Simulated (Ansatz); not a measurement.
# Lattice dynamics of (KF)2(LiBr)1 [001] superlattice, started as rocksalt type, part 2 of 2

Task: relax (KF)2(LiBr)1 [001] superlattice, started as rocksalt type, then find its harmonic phonons.

Ansatz 0.2.0; DFT PBEsol, scalar-relativistic, plane waves, PAW.

So far. Step 4 (Relaxing to small forces for the phonons): The largest force component left is 0.11 meV/Å and the pressure is 0.002 GPa, within the tolerances set. The cell now holds 20.45 Å³/atom. The relaxed cell has a = 3.705, c = 17.871 Å (conventional setting).

The structure was built from a prototype and need not be the compound's stable phase.

### 5. Zone-centre response

The zone centre is the only wavevector solved here; it holds the modes that light can see, as far as symmetry allows. The response to a homogeneous field gives the Born charges and the dielectric tensor, and its change with displacement the Raman tensors.

Input file input.yaml:

```yaml
crystal:
  lattice:
    - [2.6200644136, 2.6200644136, 0.0]
    - [-2.6200644136, 2.6200644136, 0.0]
    - [2.6200644136, 0.0, 8.9354938772]
  atoms:
    - { symbol: Br, position: [0.1666666667, 0.8333333333, 0.6666666667] }
    - { symbol: F, position: [0.4937136715, 0.5062863285, 0.0125726571] }
    - { symbol: F, position: [0.8396196619, 0.1603803381, 0.3207606763] }
    - { symbol: K, position: [-0.0115489894, 0.0115489894, 0.0230979788] }
    - { symbol: K, position: [0.3448823228, 0.6551176772, 0.3102353546] }
    - { symbol: Li, position: [0.6666666667, 0.3333333333, 0.6666666667] }
kpoints:
  mp_grid: { grid: [8, 8, 8] }
hamiltonian:
  xc: pbesol
scf:
  occupations: { method: fixed }
output:
  eigenvalues: true
phonons:
  method: dfpt
  dielectric: true
  rigid_motions: translations
  raman: true
```

Run with:

```console
ansatz run input.yaml --threads 8 --pin off --max-ram 14336MiB --backend cpu --events-out ev --progress --plain --runs-dir out
```

Numbers of over 12 decimals in the logs are rounded to 6 here.

Log:

```text
Warning: crystal.symmetry: narrowed to the stabiliser of the run's FFT grids — unitary ops 16 → 4. A phonons.method: dfpt run fills in the rows of the dynamical matrix that it does not solve by its symmetry operations, which is exact only for operations that map its FFT grids onto themselves: filled in by any other, the frequencies could depend on the order in which like atoms are typed, or, by more than the grids' own error, on where the crystal sits among the grids' points. Excluded: 12 operations. The run can therefore solve more perturbations, solve them on more k-points, or both, and cost more. [rest of the remark cut]
[...]
Crystal: 6 atoms, lattice volume = 122.680 Å³
Basis set: ecut = 420 eV, 2409 PW (Γ), exchange–correlation on 54×54×144 points (8 copies of the dense FFT grid, shifted against one another)
Bands: 27, of which v1, the nominal top of the filled ones, is band 21 counted from 1 (20 counted from 0)
Symmetry: 16 space group operations
k-points: 260 of 512 (irreducible under 1 space group operation, time reversal used)
[...]
SCF iter   1: F=—  HF=-7580.443467 eV  |F-HF|=—  |Δ(HF+E_count)|=         —  Δρ=9.45e-3  dr2=8.72e-2  ethr=1.77e-3  ⟨swp⟩=5.0  Hψ=29666  notcnv=0  defer=1022
[...]
SCF iter   9: F=-7580.417945 eV  HF=-7580.417945 eV  |F-HF|=4.46e-11  |Δ(HF+E_count)|=   1.02e-9  Δρ=1.23e-7  dr2=1.86e-11  ethr=1.00e-12  ⟨swp⟩=14.2  Hψ=51232  notcnv=0
SCF 1 converged in 9 iterations: F = -7580.417945 eV  dr2 = 1.86e-11
[...]
NSCF: frozen V_eff on 3 k-points
DFPT response loops at Γ: preconditioner auto → Resta (q_TF=auto, 2.282 Å⁻¹)  ε∞=3.4 (no band partly filled); β = 1.00, the filter's whole step (`scf.mixing.beta` (0.50) is not read by the response loops at its default; to damp them type it under 1.00, their step now; it binds the ground state too); Broyden in place of MSR1
── the response to a field inside a basis, on 10×10×8 k-points: an SCF that follows is theirs, and a resumed run solves both again ──
Bands: 22, of which v1, the nominal top of the filled ones, is band 21 counted from 1 (20 counted from 0)
k-points: 220 of 800 (irreducible under 4 space group operations)
[...]
Eigensolver: Dense (220 Hₖ)
SCF iter   1: F=—  HF=-7580.404089 eV  |F-HF|=—  |Δ(HF+E_count)|=         —  Δρ=3.32e-4  dr2=3.44e-5  ethr=1.00e-1
[...]
SCF iter   7: F=-7580.404084 eV  HF=-7580.404084 eV  |F-HF|=0.00e0  |Δ(HF+E_count)|=  3.46e-11  Δρ=2.97e-8  dr2=1.41e-12  ethr=1.00e-12
SCF 1 converged in 7 iterations: F = -7580.404084 eV  dr2 = 1.41e-12
[...]
SCF converged after 9 iterations
Free energy (F): -7580.417945 eV
[...]
Internal energy: -7580.417945 eV  (E = F + TS)
E sigma→0 (E₀):  -7580.417945 eV
Fermi energy:    1.495555 eV
[...]
--- Band table (eV; the first three rows and the last of 260) ---
  k-point 0: bands = [... 17 lower, 1.1298, 1.1332, 1.1800, 1.1800, 6.5704, 8.8680, 9.3092, 9.5727, ... 2 higher]
  k-point 1: bands = [... 17 lower, 1.1302, 1.1302, 1.1784, 1.1784, 6.6249, 8.6723, 9.4673, 9.5228, ... 2 higher]
  k-point 2: bands = [... 17 lower, 1.1309, 1.1309, 1.1742, 1.1742, 6.7703, 8.3743, 9.3624, 9.8754, ... 2 higher]
  k-point 259: bands = [... 17 lower, 1.0208, 1.0417, 1.0591, 1.0722, 8.1355, 8.8939, 9.5409, 9.7700, ... 2 higher]
--- Phonons (Γ-DFPT): 12 representative perturbations + reference, on 260 of 512 k-points (Σ response iterations 43) ---
  ASR residual: 1.687e-4 → 0.000e0 eV/Å²; symmetrization residual: 2.348e-6 eV/Å²
  The last average, over the group as it would stand without the narrowing to the FFT grids, took up to 4.637e-6 eV/Å² of the zone centre's force constants
  ASR residual per site (eV/Å²): 1.69e-4 1.41e-5 1.41e-5 1.31e-5 1.31e-5 5.21e-5
  Γ frequencies (cm⁻¹): -170.12 0.00 0.00 0.00 41.24 41.24 71.37 71.37 125.64 145.71 191.09 196.21 196.21 199.06 199.06 209.61 248.44 248.44
  ε∞ (high-frequency dielectric tensor):
        2.424210     0.000000     0.000000
        0.000000     2.424210     0.000000
        0.000000     0.000000     2.289095
  softest optical mode at Γ: -170.12 cm⁻¹; the repairs (sum rule, projections) moved no ω² at Γ by more than (2.65 cm⁻¹)²
  Born effective charges Z* (e; rows j = field, columns β = displacement):
    site 0:
        -1.22975   -0.00000   -0.00000
         0.00000   -1.22975   -0.00000
         0.00000    0.00000   -0.61605
    site 1:
        -1.19515    0.00000   -0.00000
        -0.00000   -1.19515   -0.00000
        -0.00000    0.00000   -1.21380
    site 2:
        -1.19515    0.00000    0.00000
        -0.00000   -1.19515   -0.00000
         0.00000    0.00000   -1.21380
    site 3:
         1.14929    0.00000    0.00000
        -0.00000    1.14929    0.00000
        -0.00000    0.00000    1.16005
    site 4:
         1.14929    0.00000   -0.00000
        -0.00000    1.14929   -0.00000
         0.00000   -0.00000    1.16005
    site 5:
         1.32147    0.00000   -0.00000
        -0.00000    1.32147   -0.00000
         0.00000    0.00000    0.72354
  Z* charge neutrality: 4.203e-3 e pre-enforcement
  solved inside a basis spanned on kpoints, on 10×10×8 k-points: ε∞ is read to err by 6.2e-3, Z* by 1.1e-2 e (field_mesh: kpoints solves on kpoints); Z* is corrected for what the basis lacks
  Raman tensors (in the event stream and the table raman_tensors.tsv): an entry may err by 8.1e-3 Å², one of the second-order susceptibility by 1.7e-20 pm/V (basis, points and sum rule); their sum over the sites missed zero by 4.163e-17 Å² ahead of its enforcement
  optical modes at Γ without the LO–TO term, one row a degenerate level:
      ω (cm⁻¹)  modes    IR ((D/Å)²/amu)  static Raman (Å⁴/amu)  depolarisation
       -170.12      1             4.5580                 0.0000               —
         41.24      2             0.0541                 0.0000               —
         71.37      2             0.0000                 0.0026           0.750
        125.64      1             0.5632                 0.0000               —
        145.71      1             0.0000                 0.0342           0.001
        191.09      1             0.0000                 0.0775           0.548
        196.21      2             8.6346                 0.0000               —
        199.06      2             0.0000                 0.0081           0.750
        209.61      1             1.8951                 0.0000               —
        248.44      2            13.8509                 0.0000               —
  optical modes at Γ + LO–TO along q̂ = [1.0000, 0.0000, 0.0000]:
      ω (cm⁻¹)  modes    IR ((D/Å)²/amu)  static Raman (Å⁴/amu)  depolarisation
       -170.12      1             4.5580                 0.0000               —
         41.24      1             0.0270                 0.0000               —
         42.11      1             0.0038                 0.0000               —
         71.37      2             0.0000                 0.0026           0.750
        125.64      1             0.5632                 0.0000               —
        145.71      1             0.0000                 0.0342           0.001
        191.09      1             0.0000                 0.0775           0.548
        196.21      1             4.3173                 0.0000               —
        199.06      2             0.0000                 0.0081           0.750
        209.61      1             1.8951                 0.0000               —
        214.39      1             0.1845                 0.0000               —
        248.44      1             6.9255                 0.0000               —
        367.43      1            11.0815                 0.0000               —
  optical modes at Γ + LO–TO along q̂ = [0.0000, 1.0000, 0.0000]:
      ω (cm⁻¹)  modes    IR ((D/Å)²/amu)  static Raman (Å⁴/amu)  depolarisation
       -170.12      1             4.5580                 0.0000               —
         41.24      1             0.0270                 0.0000               —
         42.11      1             0.0038                 0.0000               —
         71.37      2             0.0000                 0.0026           0.750
        125.64      1             0.5632                 0.0000               —
        145.71      1             0.0000                 0.0342           0.001
        191.09      1             0.0000                 0.0775           0.548
        196.21      1             4.3173                 0.0000               —
        199.06      2             0.0000                 0.0081           0.750
        209.61      1             1.8951                 0.0000               —
        214.39      1             0.1845                 0.0000               —
        248.44      1             6.9255                 0.0000               —
        367.43      1            11.0815                 0.0000               —
  optical modes at Γ + LO–TO along q̂ = [0.0000, 0.0000, 1.0000]:
      ω (cm⁻¹)  modes    IR ((D/Å)²/amu)  static Raman (Å⁴/amu)  depolarisation
        -75.46      1             1.6630                 0.0000               —
         41.24      2             0.0541                 0.0000               —
         71.37      2             0.0000                 0.0026           0.750
        143.08      1             0.5601                 0.0000               —
        145.71      1             0.0000                 0.0342           0.001
        191.09      1             0.0000                 0.0775           0.548
        196.21      2             8.6346                 0.0000               —
        199.06      2             0.0000                 0.0081           0.750
        248.44      2            13.8509                 0.0000               —
        263.24      1             4.7932                 0.0000               —
```

Wall time 17 min (8 threads of AMD EPYC 7R43, shared host); peak memory 4.1 GiB.

The column dr2 measures how far the density is from self-consistency, as an energy; F and HF (Harris–Foulkes) agree once it is small.

Numbers from this step:

```
sum-rule residual before enforcement                    : 1.69e-4 eV/Å²
miss of the charge sum rule                             : 0.004203 e
estimated error of the dielectric tensor                : 0.006212
estimated error of the Born charges                     : 0.01092 e
point group                                             : 4/mmm
highest optical mode at the zone centre (no LO-TO term) : 248.4 cm⁻¹
lowest optical zone-centre mode                         : -170.1 cm⁻¹
mean high-frequency dielectric constant                 : 2.379
largest Born charge (third of the trace)                : -1.201 e
top of the zone-centre spectrum with the field          : 367.4 cm⁻¹
```

Without the LO-TO term. Patterns of degenerate modes are one choice out of their space. Modes at Γ, with each element's share of the kinetic energy (negative means imaginary):

```
mode  frequency (cm⁻¹)  symmetry  Br %  F %  K %  Li %
   1            -170.1       A2u     0   27    0    73
   2               0.0  acoustic    39   19   39     3
   3               0.0  acoustic    39   19   39     3
   4               0.0  acoustic    39   19   39     3
   5              41.2        Eu    55   12   31     3
   6              41.2        Eu    55   12   31     3
   7              71.4        Eg     0   30   70     0
   8              71.4        Eg     0   30   70     0
   9             125.6       A2u    60    6   32     3
  10             145.7       A1g     0   49   51     0
  11             191.1       A1g     0   51   49     0
  12             196.2        Eu     0   69   30     0
  13             196.2        Eu     0   69   30     0
  14             199.1        Eg     0   70   30     0
  15             199.1        Eg     0   70   30     0
  16             209.6       A2u     1   49   30    21
  17             248.4        Eu     6    1    0    94
  18             248.4        Eu     6    1    0    94
```

Displacements in mode 1 (-170.1 cm⁻¹), the largest set to 1:
```
Br1  0.00  0.00  0.02
F2   0.00  0.00 -0.26
F3   0.00  0.00 -0.26
K4   0.00  0.00  0.01
K5   0.00  0.00  0.01
Li6  0.00  0.00  1.00
```

Displacements in mode 10 (145.7 cm⁻¹), the largest set to 1:
```
Br1  0.00  0.00  0.00
F2   0.00  0.00  1.00
F3   0.00  0.00 -1.00
K4   0.00  0.00  0.71
K5   0.00  0.00 -0.71
Li6  0.00  0.00  0.00
```

Optical modes at the zone centre, without and with the macroscopic field of the longitudinal modes; each column is sorted by frequency, so a row need not hold one and the same mode. Modes with and without the field, by row:

```
rank among optical modes  no field (cm⁻¹)  q along (1, 0, 0) (cm⁻¹)  q along (0, 0, 1) (cm⁻¹)
                       1           -170.1                    -170.1                     -75.5
                       2             41.2                      41.2                      41.2
                       3             41.2                      42.1                      41.2
                       4             71.4                      71.4                      71.4
                       5             71.4                      71.4                      71.4
                       6            125.6                     125.6                     143.1
                       7            145.7                     145.7                     145.7
                       8            191.1                     191.1                     191.1
                       9            196.2                     196.2                     196.2
                      10            196.2                     199.1                     196.2
                      11            199.1                     199.1                     199.1
                      12            199.1                     209.6                     199.1
                      13            209.6                     214.4                     248.4
                      14            248.4                     248.4                     248.4
                      15            248.4                     367.4                     263.2
```

Born charge (rows field, columns displacement) (e), principal values of the symmetric part by kind of site:

```
atom  atoms with these values    low  middle   high   mean
 Br1                        1  -1.23   -1.23  -0.62  -1.03
  F2                        2  -1.21   -1.20  -1.20  -1.20
  K4                        2   1.15    1.15   1.16   1.15
 Li6                        1   0.72    1.32   1.32   1.12
```

In full for K4:

```
1.15 0.00 0.00
0.00 1.15 0.00
0.00 0.00 1.16
```

High-frequency dielectric tensor:

```
2.42 0.00 0.00
0.00 2.42 0.00
0.00 0.00 2.29
```

Transverse modes; imaginary modes are left out. Lines of the infrared spectrum (strongest = 100):

```
position (cm⁻¹)  label  relative intensity
             41     Eu                 0.4
             71     Eg                 0.0
            126    A2u                 4.1
            146    A1g                 0.0
            191    A1g                 0.0
            196     Eu                  62
            199     Eg                 0.0
            210    A2u                  14
            248     Eu                 100
```

Activity x (w_L - w)^4 (n + 1)/w, 532 nm, 300 K; imaginary modes are left out; modes without the macroscopic field alone. Lines of the Raman spectrum (strongest = 100):

```
position (cm⁻¹)  label  relative intensity
             41     Eu                 0.0
             71     Eg                  19
            126    A2u                 0.0
            146    A1g                  70
            191    A1g                 100
            196     Eu                 0.0
            199     Eg                  10
            210    A2u                 0.0
            248     Eu                 0.0
```

Before it was imposed, the acoustic sum rule was missed by 1.7e-4 eV/Å² and the charge sum rule by 0.0042 e. Small misses are needed for a sound result but don't prove that mesh and cutoff are converged. The lowest optical mode is imaginary, 170.1i cm⁻¹, so the energy falls along it.

### 6. Isotope substitution, element Br, natural mass 79.904 amu

An isotope changes the mass and not the force constants, so no new electronic calculation is needed; the shifts show which modes move this element.

The same force constants with the mass of Br changed from 79.904 to 80.916 u (phonopy, no LO-TO term). Both lists are sorted by frequency; levels can cross, so a row need not hold one and the same mode. Modes under 3 cm⁻¹ are left out. Isotope shifts, by row:

```
    q  rank  natural mass (cm⁻¹)  changed mass (cm⁻¹)
0 0 0     1               -170.1               -170.1
0 0 0     5                41.24                 41.1
0 0 0     6                41.24                 41.1
0 0 0     7                71.37                71.37
0 0 0     8                71.37                71.37
0 0 0     9                125.6                125.2
0 0 0    10                145.7                145.7
0 0 0    11                191.1                191.1
0 0 0    12                196.2                196.2
0 0 0    13                196.2                196.2
0 0 0    14                199.1                199.1
0 0 0    15                199.1                199.1
0 0 0    16                209.6                209.6
0 0 0    17                248.4                248.3
0 0 0    18                248.4                248.3
```

A mode of this element alone would shift by -0.63 %. The highest zone-centre frequency without the field goes from 248.4 to 248.3 cm⁻¹ (-0.0 %).

### 7. Another isotope, element K, natural mass 39.0983 amu

The same for K, from 39.10 to 40.96 u.

A mode of this element alone would shift by -2.30 %. The highest zone-centre frequency without the field goes from 248.4 to 248.4 cm⁻¹ (+0.0 %).

### 8. Isotope substitution, element Li, natural mass 6.94 amu

The same for Li, from 6.94 to 6.02 u.

The same force constants with the mass of Li changed from 6.940 to 6.015 u (phonopy, no LO-TO term). Both lists are sorted by frequency; levels can cross, so a row need not hold one and the same mode. Modes under 3 cm⁻¹ are left out. Isotope shifts, by row:

```
    q  rank  natural mass (cm⁻¹)  changed mass (cm⁻¹)
0 0 0     1               -170.1               -179.2
0 0 0     5                41.24                41.31
0 0 0     6                41.24                41.31
0 0 0     7                71.37                71.37
0 0 0     8                71.37                71.37
0 0 0     9                125.6                125.9
0 0 0    10                145.7                145.7
0 0 0    11                191.1                191.1
0 0 0    12                196.2                196.2
0 0 0    13                196.2                196.2
0 0 0    14                199.1                199.1
0 0 0    15                199.1                199.1
0 0 0    16                209.6                212.8
0 0 0    17                248.4                265.7
0 0 0    18                248.4                265.7
```

A mode of this element alone would shift by +7.41 %. The highest zone-centre frequency without the field goes from 248.4 to 265.7 cm⁻¹ (+7.0 %).

### 9. Outcome

* space group after relaxation (within 0.01 Å): I4/mmm
* volume per atom: 20.4 Å³
* gap on the k-mesh: 5.07 eV
* highest optical mode at the zone centre (no LO-TO term): 248 cm⁻¹
* top of the zone-centre spectrum with the field: 367 cm⁻¹
* lowest optical zone-centre mode: -170 cm⁻¹
* mean high-frequency dielectric constant: 2.38
* largest Born charge (third of the trace): -1.20 e
* imaginary modes at Γ (the only wavevector solved): yes

A zone-centre mode is imaginary (170.1i cm⁻¹), so this structure is not a minimum of the energy. Without the field, the optical modes at Γ span -170 to 248 cm⁻¹ (negative means imaginary). No dispersion was computed. The highest mode in this list at Γ, 248.4 cm⁻¹, is mostly motion of Li (94 % of the kinetic energy). With the macroscopic field of the longitudinal modes the top of the zone-centre spectrum lies at 367 cm⁻¹, against 248 cm⁻¹ without it. Among the real modes, the strongest infrared line is at 248 cm⁻¹. Averaged over orientations, the strongest Raman line at 532 nm and 300 K is at 191 cm⁻¹. The starting cell was built on a prototype and not taken from a measurement, so the phase need not exist. These are harmonic frequencies at zero temperature: anharmonic shifts, linewidths and thermal expansion are left out.

[Logs are printed without paths, hosts, clocks, repeated set-up lines and the standing remarks that a program may print on its own settings, such as how far it seeks lower states.]

[Hosts, paths, dates, database ids (printed as entryN), source tags and the programs' standing remarks are cut or masked in the printed files.]
